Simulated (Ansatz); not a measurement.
# How fast states decay through Sb2IClO2, part 2 of 3

Wanted: the relaxed cell of Sb2IClO2, its band edges and its decay constants. It is built by putting Sb for Bi, I for Br in the Bi2BrClO2 structure of space group P4mm, with the volume rescaled by atomic radii. The parent structure comes from the Materials Project.

Ansatz 0.2.0; r2SCAN DFT, plane waves, PAW files (the session's first sound run).

So far, gap on path (eV): step 3 (the bulk crystal and its band edges) 1.44. The relaxed cell has a = 3.831, c = 8.698 Å (conventional setting).

The structure was built from a prototype and need not be the compound's stable phase.

**4. Decaying states in the gap**

This step: r2SCAN DFT, plane waves, PAW files; complex bands by layer matching along the plane's normal (Ansatz 0.2.0).

The same crystal is laid in a cell whose first two vectors span the (001) plane (indices of the standard conventional cell, whose axes can be ordered otherwise than in the bulk input). At fixed energy and wavevector in the plane the solver finds all kz, real and complex. A few wavevectors are listed, (0, 0), (0, -0.5) and (0.5, 0) in units of the plane's reciprocal vectors; the slowest state needn't be among them.

Contents of input.yaml:

```yaml
crystal:
  lattice:
    - [3.830621504, 0.0, 0.0]
    - [0.0, 3.830621504, 0.0]
    - [0.0, 0.0, 8.698458322]
  atoms:
    - { symbol: Sb, position: [0.5, 0.5, 0.8707793576] }
    - { symbol: Sb, position: [0.0, 0.0, 0.1471022801] }
    - { symbol: I, position: [0.0, 0.0, 0.6578749798] }
    - { symbol: Cl, position: [0.5, 0.5, 0.3041569692] }
    - { symbol: O, position: [0.0, 0.5, 0.0100432066] }
    - { symbol: O, position: [0.5, 0.0, 0.0100432066] }
kpoints:
  mp_grid: { grid: [6, 6, 4] }
scf:
  occupations: { method: fixed }
hamiltonian:
  xc: r2scan
output:
  eigenvalues: true
  transmission:
    leads: [[0, 0]]
    kpoints: [[0.0, 0.0], [0.0, -0.5], [0.5, 0.0]]
    e_range: [-1.0, 2.44]
    de: 0.09
```

The run is started by

```
> ansatz run input.yaml --threads 2 --pin off --max-ram 4096MiB --backend cpu --events-out ev --progress --plain --runs-dir out
```

Numbers of over 12 decimals in the logs are rounded to 6 here.

Log:

```text
[...]
Crystal: 6 atoms, lattice volume = 127.638 Å³
Basis set: ecut = 500 eV, 3231 PW (Γ), exchange–correlation on 120×120×256 points (64 copies of the dense FFT grid, shifted against one another)
Bands: 40, of which v1, the nominal top of the filled ones, is band 33 counted from 1 (32 counted from 0)
Symmetry: 8 space group operations
[...]
k-points: 30 of 144 (time reversal used)
[...]
SCF iter   1: F=—  HF=-22747.865525 eV  |F-HF|=—  |Δ(HF+E_count)|=         —  Δρ=5.62e-3  dr2=4.79e-2  dr2_τ=1.02e-1  ethr=1.77e-3  ⟨swp⟩=5.1  Hψ=4237  notcnv=0  defer=141
[...]
SCF iter   8: F=-22747.959839 eV  HF=-22747.959839 eV  |F-HF|=1.63e-9  |Δ(HF+E_count)|=   5.28e-8  Δρ=2.33e-6  dr2=8.22e-9  dr2_τ=6.08e-10  ethr=1.52e-10  ⟨swp⟩=12.1  Hψ=5423  notcnv=0
SCF 1 converged in 8 iterations: F = -22747.959839 eV  dr2 = 8.22e-9
[...]
transmission: 12 of 36 steps passed
transmission: 24 of 36 steps passed
transmission: 36 of 36 steps passed
SCF converged after 8 iterations
Free energy (F): -22747.959839 eV
[...]
Internal energy: -22747.959839 eV  (E = F + TS)
E sigma→0 (E₀):  -22747.959839 eV
Fermi energy:    7.721866 eV
[...]
--- Band table (eV; the first three rows and the last of 30) ---
  k-point 0: bands = [... 29 lower, 5.7652, 6.5529, 6.9655, 6.9655, 9.3012, 10.2119, 11.8163, 11.8163, ... 3 higher]
  k-point 1: bands = [... 29 lower, 5.7676, 6.7702, 6.9924, 6.9924, 9.2369, 10.0300, 11.7586, 11.7586, ... 3 higher]
  k-point 2: bands = [... 29 lower, 5.7776, 6.9812, 7.0191, 7.0191, 9.1638, 9.8466, 11.7030, 11.7030, ... 3 higher]
  k-point 29: bands = [... 29 lower, 5.0895, 5.1638, 5.5221, 6.3695, 10.6839, 10.6839, 12.2642, 12.7708, ... 3 higher]
--- Transmission ---
  basis      : 145 plane waves across, 12 finite elements along
  points     : 3, as listed
  energies   : 39 from -1.000000 to 2.420000 eV about the Fermi level, 0.090000 eV apart; the leads are filled to 0.720953 eV, and channels, transmission and decay are at 0.710000 eV
  crystal 0  : I1Sb2O2Cl1, at the sites [0, 0], period 8.6985 Å: whole cells are its period
    offset         : up to 0.0000 Å between an atom of the period and one for which it stands
    channels       : 0.000000e0 a spin
    conductance    : none, the energies end too early or step too widely for 300 K: set another output.transmission.e_range or a lower de, or, where they end at an eighth of basis.ecutwfc, a higher one
    slowest decay  : 0.2492 /Å at (0.0000, 0.0000)
```

The job ended after 35 s (2 threads of Arm Neoverse V1, shared host; peak memory 0.73 GiB).

This step gave:

| Item | Value |
| --- | --- |
| level to which the leads are filled | 0.7210 eV from the Fermi level |
| decay constant at the filling level, zone centre | 0.2492 Å⁻¹ |
| decay constant at the filling level, slowest listed point | 0.2492 Å⁻¹ |

K parallel (0, 0); values up to 1.5 1/Å, a degenerate pair printed once or twice; energies at which all values exceed this have no row. Im kz of the slowest decaying states against energy, zero at the highest filled level on the SCF mesh:

| energy (eV) | decay 1 (Å⁻¹) | decay 2 (Å⁻¹) | decay 3 (Å⁻¹) | decay 4 (Å⁻¹) |
| --- | --- | --- | --- | --- |
| -1.00 | 0.341 | 0.485 | 1.12 | 1.43 |
| -0.82 | 0.216 | 0.492 | 1.12 | 1.43 |
| -0.64 | 0.107 | 0.216 | 0.495 | 1.11 |
| -0.46 | 0.167 | 0.346 | 0.495 | 1.10 |
| -0.28 | 0.201 | 0.404 | 0.492 | 1.09 |
| -0.10 | 0.223 | 0.440 | 0.486 | 1.08 |
| -0.01 | 0.231 | 0.454 | 0.482 | 1.08 |
| 0.17 | 0.243 | 0.473 | 0.476 | 1.07 |
| 0.35 | 0.249 | 0.460 | 0.492 | 1.06 |
| 0.53 | 0.251 | 0.445 | 0.504 | 1.05 |
| 0.71 | 0.249 | 0.425 | 0.513 | 1.04 |
| 0.89 | 0.242 | 0.400 | 0.519 | 1.03 |
| 1.07 | 0.226 | 0.369 | 0.523 | 1.02 |
| 1.25 | 0.193 | 0.329 | 0.524 | 1.00 |
| 1.43 | 0.0610 | 0.283 | 0.524 | 0.991 |
| 1.52 | 0.260 | 0.523 | 0.985 | 1.36 |
| 1.70 | 0.205 | 0.219 | 0.520 | 0.971 |
| 1.88 | 0.172 | 0.289 | 0.515 | 0.957 |
| 2.06 | 0.0938 | 0.335 | 0.508 | 0.943 |
| 2.24 | 0.365 | 0.500 | 0.928 | 1.32 |
| 2.42 | 0.387 | 0.489 | 0.913 | 1.31 |

K parallel (0, -0.5); values up to 1.5 1/Å, a degenerate pair printed once or twice; energies at which all values exceed this have no row. Im kz of the slowest decaying states against energy, zero at the highest filled level on the SCF mesh:

| energy (eV) | decay 1 (Å⁻¹) | decay 2 (Å⁻¹) | decay 3 (Å⁻¹) | decay 4 (Å⁻¹) |
| --- | --- | --- | --- | --- |
| -1.00 | 0.254 | 0.349 | 0.820 | 0.840 |
| -0.82 | 0.234 | 0.293 | 0.789 | 0.813 |
| -0.73 | 0.167 | 0.219 | 0.771 | 0.782 |
| -0.55 | 0.261 | 0.345 | 0.691 | 0.729 |
| -0.46 | 0.347 | 0.486 | 0.622 | 0.703 |
| -0.28 | 0.441 | 0.512 | 0.636 | 0.675 |
| -0.19 | 0.473 | 0.492 | 0.586 | 0.722 |
| -0.01 | 0.201 | 0.475 | 0.523 | 0.760 |
| 0.08 | 0.472 | 0.476 | 0.543 | 0.755 |
| 0.26 | 0.469 | 0.575 | 0.598 | 0.747 |
| 0.35 | 0.469 | 0.589 | 0.626 | 0.744 |
| 0.53 | 0.468 | 0.612 | 0.661 | 0.739 |
| 0.62 | 0.468 | 0.622 | 0.673 | 0.736 |
| 0.80 | 0.467 | 0.639 | 0.690 | 0.733 |
| 0.89 | 0.466 | 0.647 | 0.695 | 0.731 |
| 1.07 | 0.464 | 0.661 | 0.703 | 0.728 |
| 1.16 | 0.463 | 0.668 | 0.705 | 0.727 |
| 1.34 | 0.459 | 0.683 | 0.708 | 0.725 |
| 1.43 | 0.457 | 0.691 | 0.708 | 0.724 |
| 1.61 | 0.452 | 0.706 | 0.710 | 0.723 |
| 1.70 | 0.449 | 0.704 | 0.722 | 0.724 |
| 1.88 | 0.441 | 0.699 | 0.726 | 0.758 |
| 1.97 | 0.437 | 0.696 | 0.730 | 0.790 |
| 2.15 | 0.428 | 0.688 | 0.755 | 0.792 |
| 2.24 | 0.423 | 0.683 | 0.784 | 0.786 |
| 2.42 | 0.410 | 0.672 | 0.706 | 0.766 |

K parallel (0.5, 0); values up to 1.5 1/Å, a degenerate pair printed once or twice; energies at which all values exceed this have no row. Im kz of the slowest decaying states against energy, zero at the highest filled level on the SCF mesh:

| energy (eV) | decay 1 (Å⁻¹) | decay 2 (Å⁻¹) | decay 3 (Å⁻¹) | decay 4 (Å⁻¹) |
| --- | --- | --- | --- | --- |
| -1.00 | 0.254 | 0.349 | 0.820 | 0.840 |
| -0.82 | 0.234 | 0.293 | 0.789 | 0.813 |
| -0.73 | 0.167 | 0.219 | 0.771 | 0.782 |
| -0.55 | 0.261 | 0.345 | 0.691 | 0.729 |
| -0.46 | 0.347 | 0.486 | 0.622 | 0.703 |
| -0.28 | 0.441 | 0.512 | 0.636 | 0.675 |
| -0.19 | 0.473 | 0.492 | 0.586 | 0.722 |
| -0.01 | 0.201 | 0.475 | 0.523 | 0.760 |
| 0.08 | 0.472 | 0.476 | 0.543 | 0.755 |
| 0.26 | 0.469 | 0.575 | 0.598 | 0.747 |
| 0.35 | 0.469 | 0.589 | 0.626 | 0.744 |
| 0.53 | 0.468 | 0.612 | 0.661 | 0.739 |
| 0.62 | 0.468 | 0.622 | 0.673 | 0.736 |
| 0.80 | 0.467 | 0.639 | 0.690 | 0.733 |
| 0.89 | 0.466 | 0.647 | 0.695 | 0.731 |
| 1.07 | 0.464 | 0.661 | 0.703 | 0.728 |
| 1.16 | 0.463 | 0.668 | 0.705 | 0.727 |
| 1.34 | 0.459 | 0.683 | 0.708 | 0.725 |
| 1.43 | 0.457 | 0.691 | 0.708 | 0.724 |
| 1.61 | 0.452 | 0.706 | 0.710 | 0.723 |
| 1.70 | 0.449 | 0.704 | 0.722 | 0.724 |
| 1.88 | 0.441 | 0.699 | 0.726 | 0.758 |
| 1.97 | 0.437 | 0.696 | 0.730 | 0.790 |
| 2.15 | 0.428 | 0.688 | 0.755 | 0.792 |
| 2.24 | 0.423 | 0.683 | 0.784 | 0.786 |
| 2.42 | 0.410 | 0.672 | 0.706 | 0.766 |

At the listed wavevectors the last open channel is at -0.64 eV and the next at +1.52 eV on the grid, wider than the gap, since narrow bands can fall between grid energies. At +0.71 eV, the grid energy nearest the filling level (the middle of the gap on the SCF mesh), the slowest state at the listed wavevectors decays with κ = 0.249 Å⁻¹, its amplitude falling by e over 4.0 Å. Through 1 nm of this crystal that state's transmission falls by exp(−2 × 0.249 Å⁻¹ × 10 Å) = 0.0068.

**5. Band edges at another level, cutoff 1290 eV**

This step: r2SCAN DFT, plane waves, norm-conserving files (Ansatz 0.2.0).

The edges again with norm-conserving files, at the same atoms. Against that run the cutoff is 1290 eV against 500.

input.yaml: that of step 4 with these lines changed.

```diff
@@ -4,3 +4,3 @@
     - [0.0, 3.830621504, 0.0]
-    - [0.0, 0.0, 8.698458322]
+    - [0.0, 0.0, 8.6984583217]
   atoms:
@@ -14,2 +14,3 @@
   mp_grid: { grid: [6, 6, 4] }
+  band_path: { path: [VBM, CBM], npoints: 30 }
 scf:
@@ -18,8 +19,4 @@
   xc: r2scan
+  pseudopotentials: { kind: nc }
 output:
   eigenvalues: true
-  transmission:
-    leads: [[0, 0]]
-    kpoints: [[0.0, 0.0], [0.0, -0.5], [0.5, 0.0]]
-    e_range: [-1.0, 2.44]
-    de: 0.09
```

Log:

```text
[...]
Crystal: 6 atoms, lattice volume = 127.638 Å³
Basis set: ecut = 1290 eV, 13435 PW (Γ)
Bands: 40, of which v1, the nominal top of the filled ones, is band 33 counted from 1 (32 counted from 0)
Symmetry: 8 space group operations
[...]
k-points: 30 of 144 (time reversal used)
[...]
SCF iter   1: F=—  HF=-9734.998923 eV  |F-HF|=—  |Δ(HF+E_count)|=         —  Δρ=3.84e-2  dr2=2.84e0  dr2_τ=1.50e0  ethr=3.10e-3  ⟨swp⟩=11.1  Hψ=7168  notcnv=0  defer=152
[...]
SCF iter  10: F=-9734.651053 eV  HF=-9734.651053 eV  |F-HF|=1.15e-9  |Δ(HF+E_count)|=   1.30e-8  Δρ=2.04e-6  dr2=5.18e-9  dr2_τ=8.12e-9  ethr=1.29e-10  ⟨swp⟩=5.1  Hψ=3324  notcnv=0
SCF 1 converged in 10 iterations: F = -9734.651053 eV  dr2 = 5.18e-9
[...]
SCF converged after 10 iterations
Free energy (F): -9734.651053 eV
[...]
Internal energy: -9734.651053 eV  (E = F + TS)
E sigma→0 (E₀):  -9734.651053 eV
Fermi energy:    7.924287 eV
[...]
--- Band table (eV; the first three rows and the last of 30) ---
  k-point 0: bands = [... 29 lower, 5.9663, 6.7581, 7.1678, 7.1678, 9.4996, 10.4095, 12.0088, 12.0088, ... 3 higher]
  k-point 1: bands = [... 29 lower, 5.9686, 6.9751, 7.1946, 7.1946, 9.4353, 10.2278, 11.9512, 11.9512, ... 3 higher]
  k-point 2: bands = [... 29 lower, 5.9786, 7.1861, 7.2214, 7.2214, 9.3621, 10.0448, 11.8957, 11.8957, ... 3 higher]
  k-point 29: bands = [... 29 lower, 5.2873, 5.3657, 5.7251, 6.5721, 10.8806, 10.8806, 12.4692, 12.9681, ... 3 higher]
```

It took 5.5 min on 2 threads; peak memory 0.94 GiB; 11 min of CPU time.

Numbers from this step:

- free energy: -9734.6511 eV
- Fermi energy: 7.924 eV
- gap on the k-mesh: 1.438 eV
- gap on path: 1.438 eV, by band count; negative where bands overlap
- direct gap on path: 2.106 eV

Electronic bands along the path, in eV, zero at the Fermi level (highest filled level under fixed occupations); v1 is the highest filled band, c1 the lowest empty one:

| point | v4 | v3 | v2 | v1 | c1 | c2 | c3 | c4 |
| --- | --- | --- | --- | --- | --- | --- | --- | --- |
| VBM | -1.77 | -0.65 | -0.62 | 0.00 | 3.64 | 3.89 | 4.11 | 4.12 |
| halfway | -1.66 | -1.16 | -0.41 | -0.34 | 3.06 | 3.45 | 3.89 | 3.92 |
| CBM | -1.95 | -0.74 | -0.70 | -0.70 | 1.44 | 2.12 | 3.97 | 3.97 |

The searched edges give 1.44 eV, as on the mesh.

**6. Complex bands at another level, cutoff 1290 eV**

This step: r2SCAN DFT, plane waves, norm-conserving files; complex bands by layer matching along the plane's normal (Ansatz 0.2.0).

The complex bands at that level, over its own gap, at (0, 0) and (0, -0.5).

input.yaml: that of step 5 with these lines changed.

```diff
@@ -4,3 +4,3 @@
     - [0.0, 3.830621504, 0.0]
-    - [0.0, 0.0, 8.6984583217]
+    - [0.0, 0.0, 8.698458322]
   atoms:
@@ -14,3 +14,2 @@
   mp_grid: { grid: [6, 6, 4] }
-  band_path: { path: [VBM, CBM], npoints: 30 }
 scf:
@@ -22 +21,6 @@
   eigenvalues: true
+  transmission:
+    leads: [[0, 0]]
+    kpoints: [[0.0, 0.0], [0.0, -0.5]]
+    e_range: [-1.0, 2.44]
+    de: 0.09
```

Log:

```text
[...]
Crystal: 6 atoms, lattice volume = 127.638 Å³
Basis set: ecut = 1290 eV, 13435 PW (Γ)
Bands: 40, of which v1, the nominal top of the filled ones, is band 33 counted from 1 (32 counted from 0)
Symmetry: 8 space group operations
[...]
k-points: 30 of 144 (time reversal used)
[...]
SCF iter   1: F=—  HF=-9734.998923 eV  |F-HF|=—  |Δ(HF+E_count)|=         —  Δρ=3.84e-2  dr2=2.84e0  dr2_τ=1.50e0  ethr=3.10e-3  ⟨swp⟩=11.1  Hψ=7168  notcnv=0  defer=152
[...]
SCF iter  10: F=-9734.651053 eV  HF=-9734.651053 eV  |F-HF|=1.18e-9  |Δ(HF+E_count)|=   1.31e-8  Δρ=2.03e-6  dr2=5.16e-9  dr2_τ=8.06e-9  ethr=1.28e-10  ⟨swp⟩=5.1  Hψ=3347  notcnv=0
SCF 1 converged in 10 iterations: F = -9734.651053 eV  dr2 = 5.16e-9
transmission: 19 of 38 steps passed
transmission: 38 of 38 steps passed
SCF converged after 10 iterations
Free energy (F): -9734.651053 eV
[...]
Internal energy: -9734.651053 eV  (E = F + TS)
E sigma→0 (E₀):  -9734.651053 eV
Fermi energy:    7.924287 eV
[...]
--- Band table (eV; the first three rows and the last of 30) ---
  k-point 0: bands = [... 29 lower, 5.9663, 6.7581, 7.1678, 7.1678, 9.4996, 10.4095, 12.0088, 12.0088, ... 3 higher]
  k-point 1: bands = [... 29 lower, 5.9686, 6.9751, 7.1946, 7.1946, 9.4353, 10.2278, 11.9512, 11.9512, ... 3 higher]
  k-point 2: bands = [... 29 lower, 5.9786, 7.1861, 7.2214, 7.2214, 9.3621, 10.0448, 11.8957, 11.8957, ... 3 higher]
  k-point 29: bands = [... 29 lower, 5.2873, 5.3657, 5.7251, 6.5721, 10.8806, 10.8806, 12.4692, 12.9681, ... 3 higher]
--- Transmission ---
  basis      : 401 plane waves across, 19 finite elements along
  points     : 2, as listed
[...]
channels       : 0.000000e0 a spin
[...]
slowest decay  : 0.2488 /Å at (0.0000, 0.0000)
```

Elapsed: 5 min, on 2 threads; peak memory 2.5 GiB.

This step gave:

```yaml
level_to_which_the_leads_are_filled: 0.7189 eV from the Fermi level
decay_constant_at_the_filling_level_zone_centre: 0.2488 Å⁻¹
decay_constant_at_the_filling_level_slowest_listed_point: 0.2488 Å⁻¹
```

K parallel (0, 0); values up to 1.5 1/Å, a degenerate pair printed once or twice; energies at which all values exceed this have no row. Im kz of the slowest decaying states against energy, zero at the highest filled level on the SCF mesh:

| energy (eV) | decay 1 (Å⁻¹) | decay 2 (Å⁻¹) | decay 3 (Å⁻¹) | decay 4 (Å⁻¹) |
| --- | --- | --- | --- | --- |
| -1.00 | 0.340 | 0.485 | 1.12 | 1.43 |
| -0.82 | 0.216 | 0.492 | 1.12 | 1.43 |
| -0.73 | 0.0317 | 0.494 | 1.11 | 1.43 |
| -0.55 | 0.141 | 0.299 | 0.495 | 1.10 |
| -0.46 | 0.166 | 0.346 | 0.494 | 1.10 |
| -0.28 | 0.200 | 0.404 | 0.491 | 1.09 |
| -0.19 | 0.212 | 0.424 | 0.489 | 1.09 |
| -0.01 | 0.231 | 0.454 | 0.482 | 1.08 |
| 0.08 | 0.237 | 0.466 | 0.478 | 1.07 |
| 0.26 | 0.246 | 0.467 | 0.484 | 1.07 |
| 0.35 | 0.249 | 0.460 | 0.492 | 1.06 |
| 0.53 | 0.251 | 0.444 | 0.504 | 1.05 |
| 0.62 | 0.251 | 0.435 | 0.509 | 1.04 |
| 0.80 | 0.246 | 0.413 | 0.516 | 1.03 |
| 0.89 | 0.241 | 0.400 | 0.519 | 1.03 |
| 1.07 | 0.226 | 0.368 | 0.522 | 1.02 |
| 1.16 | 0.212 | 0.349 | 0.523 | 1.01 |
| 1.34 | 0.155 | 0.305 | 0.524 | 0.997 |
| 1.43 | 0.0500 | 0.282 | 0.524 | 0.991 |
| 1.61 | 0.118 | 0.238 | 0.521 | 0.978 |
| 1.70 | 0.208 | 0.218 | 0.520 | 0.971 |
| 1.88 | 0.171 | 0.290 | 0.515 | 0.958 |
| 1.97 | 0.139 | 0.316 | 0.512 | 0.951 |
| 2.15 | 0.352 | 0.504 | 0.936 | 1.32 |
| 2.24 | 0.366 | 0.499 | 0.929 | 1.32 |
| 2.42 | 0.387 | 0.489 | 0.913 | 1.31 |

(Continued in part 3 of 3.)

[Logs are printed without paths, hosts, clocks, repeated set-up lines and the standing remarks that a program may print on its own settings, such as how far it seeks lower states.]

[Hosts, paths, dates, database ids (printed as entryN), source tags and the programs' standing remarks are cut or masked in the printed files.]
